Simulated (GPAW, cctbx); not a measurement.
## Bonding in YB3Te as X-rays see it

Aim: compute the bonding part of the density of YB3Te, find which reflections carry it, and see how it biases an ordinary refinement.

The start was made by putting kin elements into a known structure type; the compound need not exist, or be stable, in this form. All numbers below are calculated.

## Step 1: Find the equilibrium geometry

The density hangs on the geometry, so cell and atoms are relaxed first, with the symmetry held. The cutoff is set higher than for the density because stress converges slowly with plane waves.

Settings: GPAW 26.7.0, PBE, 670 eV, 4×4×4 k-points, Fermi–Dirac width 0.1 eV, BFGS to 0.03 eV/Å.

```text
cell
1.0
     2.784500000    1.607631825    4.467666667
    -2.784500000    1.607631825    4.467666667
     0.000000000   -3.215263649    4.467666667
Te Y B
2 2 6
Direct
0.500000000 0.500000000 0.500000000
0.000000000 0.000000000 0.000000000
0.750000000 0.750000000 0.750000000
0.250000000 0.250000000 0.250000000
0.823900002 0.250000000 0.676099998
0.750000000 0.323900002 0.176099998
0.323900002 0.176099998 0.750000000
0.176099998 0.750000000 0.323900002
0.676099998 0.823900002 0.250000000
0.250000000 0.676099998 0.823900002
```

```console
$ OMP_NUM_THREADS=1 mpirun -n 4 gpaw python run.py > gpaw.log
```

```text
BFGS:    0      -33.775695        5.328517
BFGS:    1      -34.760129        4.941342
BFGS:    2      -36.469348        4.220513
BFGS:    3      -37.898522        3.556569
...
BFGS:   28      -43.681949        0.172519
BFGS:   29      -43.694878        0.047066
BFGS:   30      -43.696271        0.008333
cell  5.6075 5.6075 5.6075  74.65 74.65 74.65
volume 160.336 A^3, largest force 0.007 eV/A, largest stress 0.06 GPa
```

The cell moved far, while the k-mesh and basis were chosen for the start, so the final shape may be somewhat biased.

After 30 steps the volume has changed by +33.6 % and the energy by -9.921 eV; the largest stress left is 0.06 GPa. It took 11 min on 4 cores of Arm Neoverse V1 (shared host), peak memory 1.7 GiB.

Relaxed structure: R-3c (no. 167), a = 6.8002 Å, b = 6.8002 Å, c = 12.0110 Å, α = 90.00°, β = 90.00°, γ = 120.00°.

| atom | mult. | x | y | z |
| --- | --- | --- | --- | --- |
| Te1 | 6 | 1/3 | 2/3 | 1/6 |
| Y1 | 6 | 1/3 | 2/3 | 0.4167 |
| B1 | 18 | 0.6148 | 0.6148 | 1/4 |

## Step 2: The all-electron density

X-rays see the whole electron density, so the PAW density is rebuilt with its core regions. Subtracting spherical free atoms from the same code cancels the cores and leaves the deformation density Δρ, the part due to bonding.

Settings: PBE, 550 eV, 5×5×5 k-points, Fermi–Dirac width 0.1 eV; primitive cell of 10 atoms.

```console
$ OMP_NUM_THREADS=1 mpirun -n 4 gpaw python run.py > gpaw.log
```

```text
|iter:   1|       0s |  -45.283647 | -0.13 |       |
|iter:   2|       2s |  -44.911411 | -1.71 | -1.01 |
|iter:   3|       3s |  -43.504379 | -0.85 | -1.05 |
...
|iter:   7|      10s |  -43.510633c| -5.33 | -3.32 |
|iter:   8|      12s |  -43.510634c| -6.31 | -3.77 |
|iter:   9|      13s |  -43.510633c| -7.40c| -4.39c|
```

```text
grid (64, 64, 64)  electrons 212.000  moved by bonding 1.667 e
deformation density beyond 0.5 A of the nuclei: max 0.089, min -0.096 e/A^3
atom        x       y       z   Voronoi charge  moment
Te1    0.5000  0.5000  0.5000      0.368       0.00
Te2    0.0000  0.0000  0.0000      0.368       0.00
Y 3    0.7500  0.7500  0.7500      0.166       0.00
Y 4    0.2500  0.2500  0.2500      0.166       0.00
B 5    0.8648  0.2500  0.6352     -0.178       0.00
B 6    0.7500  0.3648  0.1352     -0.178       0.00
B 7    0.3648  0.1352  0.7500     -0.178       0.00
B 8    0.1352  0.7500  0.3648     -0.178       0.00
B 9    0.6352  0.8648  0.2500     -0.178       0.00
B 10   0.2500  0.6352  0.8648     -0.178       0.00
mean inner potential of superposed free atoms 18.942 V
total magnetic moment 0.000 muB
```

Deformation density in a plane through the shortest contact of the Te atom at the origin, in 0.01 e/Å³ (clipped at ±99); x from -1.6 to 3.9 Å, y from 2.4 down to -2.4 Å:

```text
  2   1   2   3   4   .   .   5   5   4   0  -2  -3  -1   0   0
  1   0   0   2   3   .   .  -3   1   2   0  -2  -3  -2  -2  -2
  0  -1  -1   1   5   7   2  -1   1   2   1   0  -1  -2  -2  -3
  0  -2  -3  -2   3   7   4   1   1   2   3   3   3   0  -2  -2
  1   0  -4  -7  -5  -3  -4  -2   0   1   2   5   5   2   0  -1
  5   5  -2  -6   .   0  -8  -3   3   1   1   .   4   2   0  -1
  7   7  -2   1   .   .  -4   1   8   4   .   .   2   2   0  -2
  3   2  -5  -6   .  -2  -6   1   6   3  -1   .   2   4   0  -4
  1   0  -3  -3  -3  -6  -7  -3   1   1  -2  -1   2   2  -4  -7
  1   1   2   5   6   1  -3  -3  -1   0   0   0   0  -3  -9  -9
  1   0  -1   4   7   4   0  -1  -1   0   1   1   0  -2  -5  -7
  2   0   .   .   5   3   1   0   0   1   1   0   1   5   4   0
  4   5   .   .   .   4   2   1   1   2   1  -2  -1   6   8   4
```

Atoms in or within 0.15 Å of the plane: Te (0.0, 0.0), B (-0.5, -2.3), B (0.5, 2.3), B (2.3, 0.0) Å. Dots mark points within about 0.45 Å of a nucleus; large values next to them are atomic features.

B gains most (-0.18 e) and Te loses most (+0.37 e), which isn't the order of electronegativity: valence and coordination count too, and Voronoi cells cut space at the midplane whatever the atoms' sizes. Such charges fall far short of formal ones, since overlapping free atoms already put density on their neighbours. Along the shortest contact from the Te atom at the map's origin, Te–B at 2.34 Å, Δρ is +0.06 e/Å³ at the midpoint and highest, +0.08, 1.39 Å from Te (points within 0.5 Å of a nucleus left out): a modest build-up. At the midpoints of other shortest contacts it is +0.04 (Y–B, 2.62 Å), +0.01 (B–B, 2.91 Å) and -0.01 (Te–Y, 3.00 Å) e/Å³. Point values carry grid noise of about 0.01 e/Å³. The run needed 9 iterations, 23 s.

## Step 3: Structure factors

The Fourier components of Δρ, added to those of the free atoms, give the static X-ray structure factors; the Mott–Bethe relation turns them into the Fourier components V of the potential that fast electrons feel.

```text
static structure factors of the conventional cell: F in electrons, V (Mott-Bethe) in volts
   h  k  l      d  |F| table  |F| free   |F| DFT   change   |V| free  |V| DFT  change %
   1  0 -2  4.2048    86.630    86.455    85.509   -0.947     1.114    1.274     14.3
   1  1  0  3.4001   440.753   441.102   439.341   -1.761     7.015    7.209      2.8
   1  0  4  2.6751   433.379   433.473   432.231   -1.242     6.646    6.730      1.3
   2  0  2  2.6439    45.840    46.037    45.746   -0.291     0.383    0.363     -5.1
   1  1  3  2.5916    38.494    38.594    40.541    1.947     1.969    1.844     -6.3
   2  1  1  2.1886    16.936    16.991    17.016    0.025     0.815    0.814     -0.1
   2  0 -4  2.1024   428.185   428.262   428.290    0.028     6.547    6.546     -0.0
   2  1 -2  2.0871    62.967    63.208    63.394    0.186     0.694    0.687     -1.1
   0  0  6  2.0018    20.431    20.491    19.566   -0.925     1.241    1.205     -2.8
   3  0  0  1.9630   428.874   429.002   428.911   -0.091     6.628    6.631      0.1
   2  1  4  1.7882   385.648   385.717   385.868    0.151     4.825    4.820     -0.1
   1  1  6  1.7251    74.959    74.995    74.701   -0.295     1.254    1.262      0.7
   2  2  0  1.7000   369.997   370.063   369.802   -0.262     4.259    4.266      0.2
   2  1 -5  1.6327    13.598    13.636    13.825    0.188     0.539    0.534     -0.9
```

The largest X-ray change is +1.95 e on 113, 5.0 % of |F|. For electrons V goes as (Z − F)/g², so a change of F counts against Z − F, which is small at low angle and wherever the atoms' terms cancel: |V| of 1 0 -2 moves by +14.3 % (1.11 to 1.27 V) against -1.1 % in |F|. The tabulated Hartree–Fock atoms differ from the free DFT atoms by up to 0.35 e, so the choice of reference atom matters too.

## Step 4: Convergence

Cutoff and k-mesh: one is changed at a time, to find what the result needs.

| run | ΔF 113 (e) | ΔF 110 (e) | ΔF 104 (e) | q(B) (e) | moved (e) | time |
| --- | --- | --- | --- | --- | --- | --- |
| 550 eV 5×5×5 | +1.947 | -1.761 | -1.242 | -0.178 | 1.667 | 23 s |
| 250 eV 5×5×5 | +1.775 | -1.667 | -1.204 | -0.171 | 1.605 | 12 s |
| 350 eV 5×5×5 | +1.925 | -1.750 | -1.235 | -0.176 | 1.655 | 14 s |
| 750 eV 5×5×5 | +1.949 | -1.765 | -1.240 | -0.178 | 1.668 | 39 s |
| 550 eV 2×2×2 | +2.001 | -1.618 | -1.091 | -0.166 | 1.691 | 11 s |
| 550 eV 3×3×3 | +1.958 | -1.756 | -1.246 | -0.178 | 1.678 | 11 s |

Within 0.04 e of the base on all three: 550 eV 3×3×3, 350 eV 5×5×5 and 750 eV 5×5×5. The largest error, 0.172 e, comes with 250 eV 5×5×5. Times are from shared hosts.

## Step 5: Refining ordinary atoms against data with bonding

Routine crystallography fits spherical atoms. To see the bias, intensities are simulated from tabulated atoms plus the DFT change ΔF, so that bonding alone can misfit (9712 reflections of the full sphere, merged to the counts below, to 0.4 Å, 1.5 % proportional noise plus counting noise, assumed isotropic U as listed, Δρ smeared by the mean U) and refined with cctbx over different ranges.

```
                    range  data      R1  GooF  U Te1 (true 0.0067)  U Y1 (true 0.0074)  U B1 (true 0.0133)  largest shift (Å)  Δρ max, min (e/Å³)
                 all data   872  0.0051  1.00               0.0067              0.0074              0.0135             0.0007         0.39, -0.31
 low resolution, d > 0.84   100  0.0038  1.30               0.0066              0.0073              0.0132             0.0018         0.11, -0.09
     high order, d < 0.75   736  0.0057  0.95               0.0067              0.0074              0.0136             0.0003         0.36, -0.31
occupancies free, d > 0.7   164  0.0037  1.16               0.0066              0.0074              0.0138             0.0011         0.15, -0.12
```

With all data GooF is 1.00, diluted by the many high-angle data; the misfit shows at low resolution; the top residual peak, near noise level, lies 0.66 Å from B and 2.21 Å from Te. No U is off by more than 3 s.u. at low resolution. With Te1 held at 1 and the scale free, the other occupancies refine to Y1 1.000(0.001) and B1 1.010(0.006), within three s.u. of full.

## Step 6: Answer

Bonding moves 1.67 e in the primitive cell of YB3Te and changes the structure factors of the conventional cell in the table above by at most 1.95 e (113, 5.0 %). The shortest bond, Te–B, has Δρ = +0.06 e/Å³ at its midpoint. Within 0.04 e of the base on all three: 550 eV 3×3×3, 350 eV 5×5×5 and 750 eV 5×5×5. The largest error, 0.172 e, comes with 250 eV 5×5×5. With all data GooF is 1.00, diluted by the many high-angle data. Limits: static density, frozen cores, no spin–orbit coupling.

[Outputs are excerpts: Python notices, other lines and further rows are left out; steps that failed or that the build refused (PBEsol, TPSS) are not shown.]

[Logs are printed without paths, hosts, clocks, repeated set-up lines and the standing remarks that a program may print on its own settings, such as how far it seeks lower states.]
